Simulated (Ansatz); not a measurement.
**How fast states decay through NaLiZrN2**

Aim: relax a made-up compound, NaLiZrN2, and see how good a tunnel barrier it would be. It is built by putting Na for part of the Li in the Li2ZrN2 structure of space group P-3m1, with the volume rescaled by atomic radii. The parent structure comes from the Materials Project.

Method: r2SCAN DFT, plane waves, PAW files, in the first sound run; inputs show where later runs differ, in Ansatz 0.2.0.

The structure was built from a prototype and need not be the compound's stable phase.

## (1) The structure

Symmetry: P3m1, No. 156, trigonal system. The conventional cell has a = 3.415 Å, b = 3.415 Å, c = 5.661 Å, α = 90.00°, β = 90.00°, γ = 120.00°. Nearest to Na lie 4 N at 2.17 to 2.23 Å and 3 Li at 2.37 Å. Li has 4 N at 2.17 to 2.23 Å and 3 Na at 2.37 Å nearest. Nearest to Zr lie 6 N at 2.34 Å. Nearest to N lie 3 Li at 2.17 Å and 1 Na at 2.23 Å and 3 Zr at 2.34 Å. Nearest to N lie 3 Na at 2.17 Å and 1 Li at 2.23 Å and 3 Zr at 2.34 Å. It derives from Li2ZrN2. Na for part of the Li in the Li2ZrN2 structure of space group P-3m1. Farther neighbours and most contacts between anions are not listed.

Structure file:

```cif
data_structure
_symmetry_space_group_name_H-M 'P 1'
_symmetry_Int_Tables_number 1
_cell_length_a 3.4153
_cell_length_b 3.4153
_cell_length_c 5.6609
_cell_angle_alpha 90.000
_cell_angle_beta 90.000
_cell_angle_gamma 120.000
_cell_volume 57.18
loop_
_atom_site_label
_atom_site_type_symbol
_atom_site_fract_x
_atom_site_fract_y
_atom_site_fract_z
_atom_site_occupancy
Na1 Na 0.66667 0.33333 0.38357 1
Li2 Li 0.33333 0.66667 0.61643 1
Zr3 Zr 0.00000 0.00000 0.00000 1
N4 N 0.66667 0.33333 0.77690 1
N5 N 0.33333 0.66667 0.22310 1
```

## (2) Relaxing the new crystal

The substituted atoms don't fit the parent's cell, so cell and atoms relax together. A small smearing keeps the run stable in case the gap closes on the way.

Input file input.yaml:

```yaml
crystal:
  lattice:
    - [3.4153101861, 0.0, 0.0]
    - [-1.707655093, 2.9577453829, 0.0]
    - [0.0, 0.0, 5.6608955055]
  atoms:
    - { symbol: Na, position: [0.6666666667, 0.3333333333, 0.38357328] }
    - { symbol: Li, position: [0.3333333333, 0.6666666667, 0.61642672] }
    - { symbol: Zr, position: [0.0, 0.0, 0.0] }
    - { symbol: "N", position: [0.6666666667, 0.3333333333, 0.77689523] }
    - { symbol: "N", position: [0.3333333333, 0.6666666667, 0.22310477] }
kpoints:
  mp_grid: { grid: [8, 8, 4] }
scf:
  occupations: { method: gaussian, width: 0.03 }
hamiltonian:
  xc: r2scan
output:
  forces: true
  stress: true
relax:
  f_tol: 0.02
  max_steps: 60
  cell: {}
```

The run is started by

```console
ansatz run input.yaml --threads 2 --pin off --max-ram 4096MiB --backend cpu --events-out ev --progress --plain --runs-dir out
```

Numbers of over 12 decimals in the logs are rounded to 6 here.

The log of the run:

```text
Engine: ansatz 0.2.0, aarch64-unknown-linux-gnu
Pseudopotentials: kind: paw
Pseudopotential: Na, paw, valence charge 9, recommended cutoff 500 eV (meta_gga), Na.paw.azcp
Pseudopotential: Li, paw, valence charge 3, recommended cutoff 500 eV (meta_gga), Li.paw.azcp
Pseudopotential: Zr, paw, valence charge 12, recommended cutoff 500 eV (meta_gga), Zr.paw.azcp
Pseudopotential: N, paw, valence charge 5, recommended cutoff 500 eV (meta_gga), N.paw.azcp
Functional definition: r2SCAN
  parameter k0 = 0.174
  parameter k1 = 0.065
  parameter a1 = 4.9479
  exchange = r2scan_x(k0 = k0, k1 = k1, a1 = a1)
  correlation = r2scan_c
Crystal: 5 atoms, lattice volume = 57.184 Å³
Basis set: ecut = 500 eV, 1425 PW (Γ), exchange–correlation on 100×100×180 points (64 copies of the dense FFT grid, shifted against one another)
Bands: 22, of which v1, the nominal top of the filled ones, is band 17 counted from 1 (16 counted from 0)
Symmetry: 6 space group operations
Space group: P3m1 (ITA 156), of the structure as read, at distance tolerance 3.9e-5 Å
k-points: 35 of 256 (time reversal used)
Non-local potential: Na, projectors of the file, l = 0: 3, l = 1: 2, l = 2: 1
Non-local potential: Li, projectors of the file, l = 0: 3, l = 1: 2, l = 2: 1
Non-local potential: Zr, projectors of the file, l = 0: 3, l = 1: 2, l = 2: 2, l = 3: 2
Non-local potential: N, projectors of the file, l = 0: 2, l = 1: 2, l = 2: 1
PAW form: soft (Blöchl's): semilocal exchange-correlation on the pseudo side does not see the compensation charge
PAW frozen core: Na, regenerated for the run's functional (the file was generated under x = pbe(κ = 0.804, μ = 0.219515), c = pbe(β = 0.066725))
PAW frozen core: Zr, regenerated for the run's functional (the file was generated under x = pbe(κ = 0.804, μ = 0.219515), c = pbe(β = 0.066725))
PAW frozen core: N, regenerated for the run's functional (the file was generated under x = pbe(κ = 0.804, μ = 0.219515), c = pbe(β = 0.066725))
PAW one-centre angular grid: Na, 302 points (default); XC on 339 of its mesh's 2595 points in the sphere
PAW one-centre angular grid: Li, 302 points (default); XC on 327 of its mesh's 2665 points in the sphere
PAW one-centre angular grid: Zr, 590 points (default); XC on 160 Gauss nodes
PAW one-centre angular grid: N, 302 points (default); XC on 160 Gauss nodes
Initial density: superposition of atomic densities (neutral atoms: chi_scale 0, normalization atom), corrected by the library's trained network
Initial wavefunctions: pseudopotential atomic-orbital guess
Functional: x = r2scan, c = r2scan; τ floored in thin density (d = 2e-4 eV/Å³)
SCF iter   1: F=—  HF=-6662.859272 eV  |F-HF|=—  |Δ(HF+E_count)|=         —  Δρ=1.31e-2  dr2=1.61e-1  dr2_τ=1.87e-1  ethr=1.77e-3  ⟨swp⟩=6.1  Hψ=3586  notcnv=0
preconditioner: auto → Resta (q_TF=auto, 2.502 Å⁻¹)  ε∞=5.1  [insulator: Δε(μ)=2.080 eV  Ē_g=9.723 eV  σ=0.030 eV  W_gap=1.00  n_scr=22 (ndim 8)  ℏωp=19.6 eV  f_vac=0.005  D(μ)=0.00/eV (n_scr^D=0)  ε∞_Penn≈5.1]
SCF iter   2: F=—  HF=-6662.936974 eV  |F-HF|=—  |Δ(HF+E_count)|=   7.77e-2  Δρ=5.83e-3  dr2=1.07e-2  dr2_τ=4.76e-3  ethr=4.72e-4  ⟨swp⟩=2.0  Hψ=1466  notcnv=0  defer=35
SCF iter   3: F=—  HF=-6662.937451 eV  |F-HF|=—  |Δ(HF+E_count)|=   4.77e-4  Δρ=2.47e-3  dr2=2.51e-3  dr2_τ=2.39e-4  ethr=3.16e-5  ⟨swp⟩=2.0  Hψ=1435  notcnv=0
automatic band count: iteration 3 solves 21 bands in place of 22: the levels show a gap, and the empty bands left out lie too high to hold charge; the band table lists the bands solved (type scf.n_extra_bands for more)
SCF iter   4: F=—  HF=-6662.937577 eV  |F-HF|=—  |Δ(HF+E_count)|=   1.26e-4  Δρ=5.78e-4  dr2=1.58e-4  dr2_τ=1.96e-5  ethr=7.37e-6  ⟨swp⟩=2.2  Hψ=944  notcnv=0
SCF iter   5: F=—  HF=-6662.937606 eV  |F-HF|=—  |Δ(HF+E_count)|=   2.94e-5  Δρ=1.92e-4  dr2=3.03e-5  dr2_τ=2.86e-6  ethr=4.65e-7  ⟨swp⟩=2.0  Hψ=967  notcnv=0
SCF iter   6: F=—  HF=-6662.937607 eV  |F-HF|=—  |Δ(HF+E_count)|=   1.07e-6  Δρ=8.14e-5  dr2=4.20e-6  dr2_τ=5.09e-7  ethr=8.92e-8  ⟨swp⟩=2.0  Hψ=981  notcnv=0
SCF iter   7: F=—  HF=-6662.937607 eV  |F-HF|=—  |Δ(HF+E_count)|=   1.46e-7  Δρ=3.19e-5  dr2=7.88e-7  dr2_τ=7.39e-8  ethr=1.24e-8  ⟨swp⟩=2.0  Hψ=1015  notcnv=0
SCF iter   8: F=-6662.937607 eV  HF=-6662.937607 eV  |F-HF|=2.60e-8  |Δ(HF+E_count)|=   2.44e-8  Δρ=8.86e-6  dr2=6.17e-8  dr2_τ=1.37e-9  ethr=2.94e-10  ⟨swp⟩=3.0  Hψ=2881  notcnv=0
SCF 1 converged in 8 iterations: F = -6662.937607 eV  dr2 = 6.17e-8
  greatest PAW one-centre occupation: 1.000 electrons in one spin orbital (limit 2), on the Na atom at site 0 (counted from 0), in its partial waves of l = 0
relax step   1: F+E_penalty+E_count = -6662.93760739 eV  Δ(F+E_penalty+E_count) = +0.000e0 eV  max|allowed force component| = 2.299e0 eV/Å  Δτ_max = 0.0000 Å  P = -1.849 GPa  Ω = 57.184 Å³  (8 SCF iters, dr2 threshold 1.00e-7 eV, accepted)
Crystal: 5 atoms, lattice volume = 55.106 Å³
Basis set: ecut = 500 eV, 1401 PW (Γ), exchange–correlation on 100×100×180 points (64 copies of the dense FFT grid, shifted against one another)
Initial density: handed on by an earlier stage of this run
Initial wavefunctions: those handed on with the density
iter 1 solved again at ethr=4.72e-4 eV; its pass at ethr=3.10e-3 eV (dr2=1.60e-1 eV) is discarded
SCF iter   1: F=—  HF=-6662.951505 eV  |F-HF|=—  |Δ(HF+E_count)|=         —  Δρ=1.36e-2  dr2=1.63e-1  dr2_τ=1.19e0  ethr=4.72e-4  ⟨swp⟩=1.0  Hψ=4604  notcnv=0
automatic band count: iteration 1 solves 20 bands in place of 22: the levels show a gap, and the empty bands left out lie too high to hold charge; the band table lists the bands solved (type scf.n_extra_bands for more)
preconditioner: auto → Resta (q_TF=auto, 2.517 Å⁻¹)  ε∞=3.9  [insulator: Δε(μ)=2.349 eV  Ē_g=13.894 eV  σ=0.030 eV  W_gap=1.00  n_scr=22 (ndim 8)  ℏωp=23.5 eV  f_vac=0.008  D(μ)=0.00/eV (n_scr^D=0)  ε∞_Penn≈3.9]
SCF iter   2: F=—  HF=-6663.169677 eV  |F-HF|=—  |Δ(HF+E_count)|=   2.18e-1  Δρ=5.68e-3  dr2=1.65e-2  dr2_τ=2.71e-3  ethr=4.72e-4  ⟨swp⟩=2.3  Hψ=1376  notcnv=0
SCF iter   3: F=—  HF=-6663.169222 eV  |F-HF|=—  |Δ(HF+E_count)|=   4.54e-4  Δρ=2.39e-3  dr2=2.55e-3  dr2_τ=4.72e-4  ethr=4.84e-5  ⟨swp⟩=2.3  Hψ=1120  notcnv=0
SCF iter   4: F=—  HF=-6663.169395 eV  |F-HF|=—  |Δ(HF+E_count)|=   1.73e-4  Δρ=7.00e-4  dr2=2.13e-4  dr2_τ=3.44e-5  ethr=7.51e-6  ⟨swp⟩=2.1  Hψ=965  notcnv=0
SCF iter   5: F=—  HF=-6663.169446 eV  |F-HF|=—  |Δ(HF+E_count)|=   5.05e-5  Δρ=2.22e-4  dr2=2.01e-5  dr2_τ=3.23e-6  ethr=6.27e-7  ⟨swp⟩=2.0  Hψ=945  notcnv=0
[...]
SCF iter   3: F=—  HF=-6663.380463 eV  |F-HF|=—  |Δ(HF+E_count)|=   5.67e-4  Δρ=1.51e-3  dr2=2.38e-3  dr2_τ=2.55e-4  ethr=2.21e-5  ⟨swp⟩=2.0  Hψ=1068  notcnv=0
SCF iter   4: F=—  HF=-6663.380337 eV  |F-HF|=—  |Δ(HF+E_count)|=   1.25e-4  Δρ=4.74e-4  dr2=1.73e-4  dr2_τ=2.67e-5  ethr=7.01e-6  ⟨swp⟩=2.0  Hψ=900  notcnv=0
SCF iter   5: F=—  HF=-6663.380382 eV  |F-HF|=—  |Δ(HF+E_count)|=   4.48e-5  Δρ=2.17e-4  dr2=2.62e-5  dr2_τ=2.24e-6  ethr=5.08e-7  ⟨swp⟩=2.0  Hψ=980  notcnv=0
SCF iter   6: F=—  HF=-6663.380392 eV  |F-HF|=—  |Δ(HF+E_count)|=   9.74e-6  Δρ=7.43e-5  dr2=2.74e-6  dr2_τ=2.93e-7  ethr=7.71e-8  ⟨swp⟩=2.0  Hψ=980  notcnv=0
SCF iter   7: F=-6663.380392 eV  HF=-6663.380392 eV  |F-HF|=2.04e-8  |Δ(HF+E_count)|=   1.12e-7  Δρ=1.78e-5  dr2=2.05e-7  dr2_τ=2.13e-8  ethr=1.47e-9  ⟨swp⟩=4.8  Hψ=2670  notcnv=0
SCF 3 converged in 7 iterations: F = -6663.380392 eV  dr2 = 2.05e-7
relax step   3: F+E_penalty+E_count = -6663.38039212 eV  Δ(F+E_penalty+E_count) = -2.109e-1 eV  max|allowed force component| = 8.140e-1 eV/Å  Δτ_max = 0.0477 Å  P = +2.539 GPa  Ω = 56.819 Å³  energy of the carried Pulay correction = +1.435e-4 eV  (7 SCF iters, dr2 threshold 5.00e-7 eV, accepted)
[... from here on, the SCF cycles and remarks between the steps are left out ...]
relax step   4: F+E_penalty+E_count = -6663.60430178 eV  Δ(F+E_penalty+E_count) = -2.239e-1 eV  max|allowed force component| = 9.135e-1 eV/Å  Δτ_max = 0.1633 Å  P = -0.812 GPa  Ω = 59.222 Å³  energy of the carried Pulay correction = -7.852e-4 eV  (8 SCF iters, dr2 threshold 5.00e-7 eV, accepted)
relax step   5: F+E_penalty+E_count = -6663.71249750 eV  Δ(F+E_penalty+E_count) = -1.082e-1 eV  max|allowed force component| = 3.473e-1 eV/Å  Δτ_max = 0.1626 Å  P = +1.133 GPa  Ω = 61.103 Å³  energy of the carried Pulay correction = -1.486e-3 eV  (8 SCF iters, dr2 threshold 5.00e-7 eV, accepted)
relax step   6: F+E_penalty+E_count = -6663.70849211 eV  Δ(F+E_penalty+E_count) = +4.005e-3 eV  max|allowed force component| = 4.361e-1 eV/Å  Δτ_max = 0.0364 Å  P = -0.816 GPa  Ω = 62.460 Å³  energy of the carried Pulay correction = -1.978e-3 eV  (7 SCF iters, dr2 threshold 5.00e-7 eV, rejected (line search))
relax step   7: F+E_penalty+E_count = -6663.71749102 eV  Δ(F+E_penalty+E_count) = -4.994e-3 eV  max|allowed force component| = 6.550e-2 eV/Å  Δτ_max = 0.0288 Å  P = -0.388 GPa  Ω = 61.982 Å³  energy of the carried Pulay correction = -1.806e-3 eV  (10 SCF iters, accepted)
relax step   8: F+E_penalty+E_count = -6663.71877378 eV  Δ(F+E_penalty+E_count) = -1.283e-3 eV  max|allowed force component| = 1.048e-1 eV/Å  Δτ_max = 0.0118 Å  P = +0.115 GPa  Ω = 61.694 Å³  energy of the carried Pulay correction = -1.702e-3 eV  (6 SCF iters, dr2 threshold 5.00e-7 eV, accepted)
relax step   9: F+E_penalty+E_count = -6663.71903297 eV  Δ(F+E_penalty+E_count) = -2.592e-4 eV  max|allowed force component| = 3.379e-3 eV/Å  Δτ_max = 0.0034 Å  P = -0.011 GPa  Ω = 61.809 Å³  energy of the carried Pulay correction = -1.743e-3 eV  (4 SCF iters, dr2 threshold 5.00e-7 eV, accepted)
relax step  10: F+E_penalty+E_count = -6663.72486153 eV  Δ(F+E_penalty+E_count) = -5.829e-3 eV  max|allowed force component| = 3.384e-3 eV/Å  Δτ_max = 0.0000 Å  P = +0.101 GPa  Ω = 61.809 Å³  stress off target by 2.83e-1 GPa  SCF on the basis re-selected at this cell (its energy is not comparable with the rows above)  (8 SCF iters)
relax step  11: F+E_penalty+E_count = -6663.72496423 eV  Δ(F+E_penalty+E_count) = -1.027e-4 eV  max|allowed force component| = 2.114e-3 eV/Å  Δτ_max = 0.0031 Å  P = -0.007 GPa  Ω = 61.961 Å³  energy of the carried Pulay correction = -5.775e-5 eV  (5 SCF iters, dr2 threshold 2.00e-7 eV, accepted)
iter 1 solved again at ethr=1.89e-8 eV; its pass at ethr=3.10e-3 eV (dr2=6.44e-6 eV) is discarded
SCF iter   1: F=—  HF=-6663.725007 eV  |F-HF|=—  |Δ(HF+E_count)|=         —  Δρ=5.80e-5  dr2=1.63e-7  dr2_τ=4.38e-8  ethr=1.89e-8  ⟨swp⟩=3.5  Hψ=5755  notcnv=0
preconditioner: auto → Resta (q_TF=auto, 2.469 Å⁻¹)  ε∞=4.9  [insulator: Δε(μ)=1.920 eV  Ē_g=9.615 eV  σ=0.030 eV  W_gap=1.00  n_scr=22 (ndim 8)  ℏωp=18.9 eV  f_vac=0.055  D(μ)=0.00/eV (n_scr^D=0)  ε∞_Penn≈4.9]
SCF iter   2: F=—  HF=-6663.725019 eV  |F-HF|=—  |Δ(HF+E_count)|=   1.23e-5  Δρ=2.94e-5  dr2=4.55e-8  dr2_τ=2.40e-7  ethr=4.80e-10  ⟨swp⟩=2.0  Hψ=1326  notcnv=0
SCF iter   3: F=—  HF=-6663.725021 eV  |F-HF|=—  |Δ(HF+E_count)|=   2.12e-6  Δρ=8.85e-6  dr2=1.41e-8  dr2_τ=1.95e-8  ethr=1.34e-10  ⟨swp⟩=2.0  Hψ=1141  notcnv=0
SCF iter   4: F=—  HF=-6663.725021 eV  |F-HF|=—  |Δ(HF+E_count)|=   1.81e-7  Δρ=2.46e-6  dr2=6.73e-10  dr2_τ=1.61e-9  ethr=4.14e-11  ⟨swp⟩=2.0  Hψ=1295  notcnv=0
SCF iter   5: F=-6663.725021 eV  HF=-6663.725021 eV  |F-HF|=3.82e-11  |Δ(HF+E_count)|=   1.42e-8  Δρ=2.65e-7  dr2=3.76e-11  dr2_τ=8.21e-12  ethr=1.00e-12  ⟨swp⟩=3.0  Hψ=3383  notcnv=0
SCF 12 converged in 5 iterations: F = -6663.725021 eV  dr2 = 3.76e-11
relax step  12: F+E_penalty+E_count = -6663.72502116 eV  Δ(F+E_penalty+E_count) = -5.694e-5 eV  max|allowed force component| = 1.958e-3 eV/Å  Δτ_max = 0.0000 Å  P = -0.008 GPa  Ω = 61.961 Å³  stress off target by 2.17e-2 GPa  SCF on the basis re-selected at this cell (its energy is not comparable with the rows above)  (5 SCF iters)
basis re-selected at this cell: Δ(F+E_penalty+E_count) = -5.694e-5 eV, ΔP = -0.001 GPa vs the last step (what re-selecting the basis moved, of the pressure what is left beyond the Pulay correction that the steps carried, after the strain that the cell walked since its last selection, with what the two solves' SCF thresholds leave and, on support functions, any second-order correction that the steps lacked; it is no m [...]
SCF converged after 5 iterations
Free energy (F): -6663.725021 eV
Harris-Foulkes:  -6663.725021 eV  (|F-HF|=3.82e-11)
Internal energy: -6663.725021 eV  (E = F + TS)
E sigma→0 (E₀):  -6663.725021 eV
Fermi energy:    9.459368 eV
--- Per-component energies (eV) ---
  E_band       = -393.569168
  E_kinetic    = 740.068539
  E_local      = -2508.551412  (includes V_loc(G=0)·N_el)
  E_nonlocal   = 248.927162
  E_hartree    = 869.309262
  E_xc         = -325.660934
  E_vxc        = -454.905322  (∫ρ·V_xc dr)
  E_paw        = -3516.081561  (= ΣΔE_a)
  E_vpaw       = -185.770174  (= ΣTr[D̂ρ^β])
  E_aug_tail   = -0.000064  (compensation charges beyond the density's cutoff)
  E_vtau       = 28.043543  (kinetic-family band-sum trace: ∫τ·v_τ [+ j·A + Jᵃ·Aᵃ] dr)
  E_ewald      = -2171.485875
  E_core_change = -0.250138  (= ΣΔE_core)
  E_smearing   = -0.000000  (= −TS)
  E_closure    = 0.000000  (closes the sum)
  Σ components = -6663.725021   (vs F -6663.725021, Δ=0.00e0)
--- Forces (eV/Å), atoms counted from 1 ---
  atom   1  Na     0.00000000    -0.00000000    -0.00142888
  atom   2  Li    -0.00000000     0.00000000    -0.00071507
  atom   3  Zr    -0.00000000     0.00000000    -0.00002202
  atom   4  N     -0.00000000     0.00000000     0.00191315
  atom   5  N      0.00000000     0.00000000     0.00002944
  max |Σ_I F_I| component: 2.23e-4 eV/Å
--- Stress (GPa, compression-positive) ---
       -0.021676       0.000000       0.000000
        0.000000      -0.021676      -0.000000
        0.000000      -0.000000       0.019876
  P = ⅓ Tr σ = -0.0078 GPa (-0.078 kbar)
--- Relaxed structure (10 steps of the walk, 9 accepted, 2 SCFs on fresh bases) ---
  F+E_penalty+E_count = -6663.72502116 eV   max|allowed force component| = 1.958e-3 eV/Å   (the final SCF, on the basis selected at the relaxed cell)
  cell:  # Å, volume = 61.9614 Å³
    - [3.320810, -2.8068789615103784e-11, 1.4966973465247615e-17]
    - [-1.660405, 2.875906, -7.483486732514251e-18]
    - [2.4807841222193347e-17, 0, 6.487877]
  atoms:
    - { symbol: Na, position: [0.666667, 0.333333, 0.380030] }
    - { symbol: Li, position: [0.333333, 0.666667, 0.688097] }
    - { symbol: Zr, position: [-6.345638491552021e-19, 0, -0.010345] }
    - { symbol: N, position: [0.666667, 0.333333, 0.786704] }
    - { symbol: N, position: [0.333333, 0.666667, 0.155514] }
```

Elapsed: 54 s, on 2 threads of Arm Neoverse V2, shared host; peak memory 0.52 GiB.

The steps of the relaxation:

| step | energy less that of the first step (eV) | largest force component (eV/Å) | pressure (GPa) | volume (Å³) |
| --- | --- | --- | --- | --- |
| 1 | 0.0000 | 2.2992 | -1.85 | 57.18 |
| 2 | -0.2318 | 1.3733 | 7.81 | 55.11 |
| 3 | -0.4428 | 0.8140 | 2.54 | 56.82 |
| 4 | -0.6667 | 0.9135 | -0.81 | 59.22 |
| 5 | -0.7749 | 0.3473 | 1.13 | 61.10 |
| 6 | -0.7709 | 0.4361 | -0.82 | 62.46 |
| 7 | -0.7799 | 0.0655 | -0.39 | 61.98 |
| 8 | -0.7812 | 0.1048 | 0.12 | 61.69 |
| 9 | -0.7814 | 0.0034 | -0.01 | 61.81 |
| 10* | -0.7873 | 0.0034 | 0.10 | 61.81 |
| 11 | -0.7874 | 0.0021 | -0.01 | 61.96 |
| 12* | -0.7874 | 0.0020 | -0.01 | 61.96 |

Relaxation steps marked * repeat the geometry before them on a plane-wave basis chosen anew for their cell, so energy and pressure can jump there. Relaxation step 6 was tried and not accepted.

The run keeps the 6 symmetry operations that it works with, so distortions that break them were not tested.

| cell as run | before | after | change |
| --- | --- | --- | --- |
| a (Å) | 3.415 | 3.321 | -2.8 % |
| b (Å) | 3.415 | 3.321 | -2.8 % |
| c (Å) | 5.661 | 6.488 | +14.6 % |
| volume (Å³/atom) | 11.44 | 12.39 | +8.4 % |

The atoms that moved most (Å, as changes of fractional coordinates times the final cell):

| atom | dx | dy | dz | length |
| --- | --- | --- | --- | --- |
| Li2 | 0.000 | 0.000 | 0.465 | 0.465 |
| N5 | 0.000 | 0.000 | -0.439 | 0.439 |
| Zr3 | 0.000 | 0.000 | -0.067 | 0.067 |
| N4 | 0.000 | 0.000 | 0.064 | 0.064 |
| Na1 | 0.000 | 0.000 | -0.023 | 0.023 |

The relaxed structure:

```xyz
5
Lattice="3.3208 0.0000 0.0000 -1.6604 2.8759 0.0000 0.0000 0.0000 6.4879" Properties=species:S:1:pos:R:3 pbc="T T T"
Na    1.6604    0.9586    2.4656
Li    0.0000    1.9173    4.4643
Zr    0.0000    0.0000   -0.0671
N     1.6604    0.9586    5.1040
N     0.0000    1.9173    1.0090
```

This step gave:

```yaml
free_energy: -6663.7250 eV
fermi_energy: 9.459 eV
pressure: -0.007825 GPa
```

The largest force component on a free atom ends at 0.0020 eV/Å.

(Continued in part 2 of 2.)

[Logs are printed without paths, hosts, clocks, repeated set-up lines and the standing remarks that a program may print on its own settings, such as how far it seeks lower states.]

[Hosts, paths, dates, database ids (printed as entryN), source tags and the programs' standing remarks are cut or masked in the printed files.]
